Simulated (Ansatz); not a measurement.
# Where V_O (site 2) puts its levels in the gap of SnO2 (P4_2/mnm), part 2 of 2

Wanted: the transition levels of a vacancy in SnO2 (P4_2/mnm), from a cell of 54 host atoms with 1 O taken out.

Ansatz; place-levels on r2SCAN runs: charge-transition levels and formation energies with image-charge correction and potential alignment at the atomic sites; PAW set soft_1.

So far: Set-up; What was run first; Placing the levels, r2SCAN.

### Step 3. Placing the levels, r2SCAN (continued)

Levels between the charges placed, in eV above the valence top:

|  | gap (eV) | (+2/+1) | (+1/0) | (0/−1) |
| --- | --- | --- | --- | --- |
| r2SCAN | 1.80 | 1.44 | 1.54 | 1.96 |

Corrections by state:

| charge | moment (μB) | image terms and alignment (eV) | band filling (eV) | ε used | over the lowest of its charge, as the program ranks them, band filling apart (eV) |
| --- | --- | --- | --- | --- | --- |
| +2 | 0.0 | 0.483 | - | principal values (10.42, 13.48, 13.48) | 0.000 |
| +1 | 1.0 | 0.078 | - | principal values (10.42, 13.48, 13.48) | 0.000 |
| 0 | 0.0 | 0.000 | - | - | 0.000 |
| −1 | 1.0 | 0.184 | -1.309 | principal values (10.42, 13.48, 13.48) | 0.000 |

The charged structures listed were also run neutral, and place-levels reads from each pair, by the potential or the spins, how wide the charge is by which they differ; that can be the carrier of either run.

| charge | rms radius (Å) | spread where it is widest against the cell (Å) | wide from (Å) | reading |
| --- | --- | --- | --- | --- |
| +2 | 3.5 | 2.22 | 1.66 | wide |
| +1 | 2.9 | 1.24 | 1.11 | wide |
| −1 | 4.0 | 2.86 | 1.75 | wide |

The neutral runs of these pairs need not share the spin of the lowest neutral state, and very wide values only mean spread over the cell.

From the program's caveats on the states, each cut to its opening words:

- charge +2: it parts from the run at its places by a charge that spreads by about 2.2 Å along one vector (1.7 Å or more is wide), by its potential at epsilon [4.6, 4.6, [...]
- charge +2: the far atoms show a dipole or second moment of the defect's charge, for which the correction takes or leaves out 0.126 eV: further moments aren't read, and [...]
- charge +2: its displacements don't fall off away from the defect: farther atoms stand 0.06 Å off the host's places
- charge +1 (1 μB): it parts from the run at its places by a charge that spreads by about 1.2 Å along one vector (1.1 Å or more is wide), by its potential at epsilon [4.6, 4.6, [...]
- charge +1 (1 μB): its displacements don't fall off away from the defect: farther atoms stand 0.022 Å off the host's places
- charge +1 (1 μB), −1 (1 μB): flagged: stability check not made
- charge 0: its displacements don't fall off away from the defect: farther atoms stand 0.018 Å off the host's places
- charge −1 (1 μB): it parts from the run at its places by a charge that spreads by about 2.9 Å along one vector (1.7 Å or more is wide), by its potential at epsilon [4.6, 4.6, [...]
- charge −1 (1 μB): a band-filling correction moves a carrier to the host's band edge, which changes its energy by -1.309 eV
- charge −1 (1 μB): its alignment with the host at atomic sites is doubtful: the mean over the far sites moves by -0.0618 eV from their farther parts to their nearer, more than [...]
- charge −1 (1 μB): the host's ions (past the first shell or, of a walk that freed a part, those that it held) aren't shown at rest: they stand up to 0.064 Å off their sites, 0.45 [...]
- charge −1 (1 μB): its displacements don't fall off away from the defect: farther atoms stand 0.026 Å off the host's places

The host's formation energy from the elements is -1.867 eV per atom; it sets how far the chemical potentials can move.

Limit set by the element alone; other compounds of these elements are not counted. Chemical potentials from the elements' reference states: O 0.00 eV, Sn -5.60 eV. Formation energy by charge state (O-rich; gap 1.80 eV):

| charge | at valence top (eV) | at conduction bottom (eV) | correction included (eV) |
| --- | --- | --- | --- |
| +2 | 1.62 | 5.21 | 0.48 |
| +1 | 3.05 | 4.85 | 0.08 |
| 0 | 4.59 | 4.59 | 0.00 |
| −1 | 6.56 | 4.76 | -1.12 |

```
Fermi level (eV)  lowest formation energy (eV)
            0.00                          1.62
            0.16                          1.94
            0.33                          2.27
            0.49                          2.60
            0.65                          2.92
            0.82                          3.25
            0.98                          3.58
            1.14                          3.90
            1.31                          4.23
            1.47                          4.52
            1.63                          4.59
            1.80                          4.59
```

Limit set by the element alone; other compounds of these elements are not counted. Chemical potentials from the elements' reference states: Sn 0.00 eV, O -2.80 eV. Formation energy by charge state (Sn-rich; gap 1.80 eV):

| charge | at valence top (eV) | at conduction bottom (eV) | correction included (eV) |
| --- | --- | --- | --- |
| +2 | -1.18 | 2.41 | 0.48 |
| +1 | 0.25 | 2.05 | 0.08 |
| 0 | 1.79 | 1.79 | 0.00 |
| −1 | 3.76 | 1.96 | -1.12 |

```tsv
Fermi level (eV)	lowest formation energy (eV)
0.00	-1.18
0.16	-0.86
0.33	-0.53
0.49	-0.20
0.65	0.12
0.82	0.45
0.98	0.78
1.14	1.10
1.31	1.43
1.47	1.72
1.63	1.79
1.80	1.79
```

### Step 4. Effect of the sampling

The relaxations' own energies give the levels at their sampling, for comparison.

The input, levels.relax_mesh.yaml:

```yaml
host:
  run: host.relax.run
  levels_from: { run: edges.relax.run }
states: [qm1_M1.relax.run, q0.relax.run, qp1_M1.relax.run, qp2.relax.run]
chemical_potentials:
  O:
    energy: -565.989614
    dataset: <sha256 of the dataset>
```

The run is started by

```bash
$ ansatz place-levels levels.relax_mesh.yaml -- --threads 4 --pin off --max-ram 15073MiB
```

Output:

```text
(+2/+1) 1.472 eV above the valence edge, 0.323 eV under the conduction edge
(+1/0) 1.572 eV above the valence edge, 0.223 eV under the conduction edge
[...]
formation energy of charge +2: +1.614 eV with the Fermi level at the valence edge
formation energy of charge +1: +3.086 eV with the Fermi level at the valence edge
formation energy of charge 0: +4.658 eV with the Fermi level at the valence edge
formation energy of charge -1: +6.603 eV with the Fermi level at the valence edge
  edges by r2scan of host.levels_from (edges.relax.run), its mesh sampled to repeats of 28.55 Å (the valence edge +0.292 eV and the conduction edge -1.541 eV from those of the host's own run), gap 1.795 eV; the host is sampled to repeats of 11.72 Å
[... the lines on each state left out ...]
```

Elapsed: 0.13 s, on 4 threads of Arm Neoverse V2, shared host.

Levels between neighbouring charges, in eV above the valence top:

|  | gap (eV) | (+2/+1) | (+1/0) | (0/−1) |
| --- | --- | --- | --- | --- |
| one point at (¼, ¼, ¼) | 1.80 | 1.47 | 1.57 | 1.94 |
| a 2×2×2 shifted mesh | 1.80 | 1.44 | 1.54 | 1.96 |

Going from one point at (¼, ¼, ¼) to a 2×2×2 shifted mesh moves the levels that carry no band-filling term by up to 0.03 eV and formation energies against the elements by up to 0.06 eV; band-filling terms, which differ between samplings, are in these energies.

### Step 5. What came out

| Item | Value |
| --- | --- |
| gap of the host | 1.80 eV (r2SCAN) |
| level (plus 2/plus 1) | 1.44 eV above the valence top |
| level (plus 1/0) | 1.54 eV above the valence top |
| level (0/minus 1) | 1.96 eV above the valence top, past the conduction bottom (3.27 eV above the valence top without the band-filling term) |
| lowest of the charges placed, just above the valence top (0.02 eV) | +2 |
| lowest of the charges placed, just below the conduction bottom (0.02 eV) | 0 |
| lowest formation energy at mid-gap of the charges run, O-rich | 3.41 eV |
| lowest formation energy at mid-gap of the charges run, Sn-rich | 0.61 eV |

Of the charges placed (−1, 0, +1 and +2), the lowest changes at 1.44 eV (+2/+1) and 1.54 eV (+1/0) above the valence top, in a gap of 1.80 eV. (+2/+1) lies nearer to a band edge than the share of the finite-size correction in it (0.40 eV), and that correction holds for a localised charge alone. Charges above +2 were not placed, so these runs say nothing of levels that involve them. States placed: +2 at 0 μB; +1 at 1 μB; 0 at 0 μB; −1 at 1 μB. Other spin states or structures, where not listed, weren't placed. The program finds carriers beyond a band edge of the host and adds a band-filling term at charge −1 (-1.31 eV); steps to such a charge show no bound level, and a defect level inside a band would be read the same way. Going from one point at (¼, ¼, ¼) to a 2×2×2 shifted mesh moves the levels that carry no band-filling term by up to 0.03 eV and formation energies against the elements by up to 0.06 eV; band-filling terms, which differ between samplings, are in these energies. The program doubts the alignment of potentials for at least one state, a sign that the cell is small. Limits: the images are only 6.7 Å apart; r2SCAN makes the gap too small and tends to spread out bound carriers; where a gas molecule sets a chemical potential or the host's formation energy, its binding is uncorrected; spin–orbit coupling, which can matter with heavy atoms, is left out; force components of up to 0.18 eV/Å remain in a run at the final settings.

Calculation against experiment:

```
                             quantity  measured           r2SCAN
band gap (least gap of the host) (eV)       3.6  1.80 (-1.80 eV)
```

Measured values from pmc:6679235 (2019).

Verdict: The band gap is off by -1.80 eV. Local and semilocal functionals usually give gaps below the measured ones. Spin-orbit coupling, left out here, can change the gap with such heavy elements. Zero-point and thermal motion shift the measured gap.

[Logs are printed without paths, hosts, clocks, repeated set-up lines and the standing remarks that a program may print on its own settings, such as how far it seeks lower states.]

[Hosts, paths, dates, database ids (printed as entryN), source tags and the programs' standing remarks are cut or masked in the printed files.]

[Where a table of states has a column of steps, it counts the stored structures, which are thinned; the runs took as many ionic steps or more.]

[A defect's name tells the site on which it was built; relaxed atoms can leave that site.]

[For some hosts the program warned that the k-mesh of the response run may be too coarse for force constants and the static dielectric constant; such warnings are not shown here.]
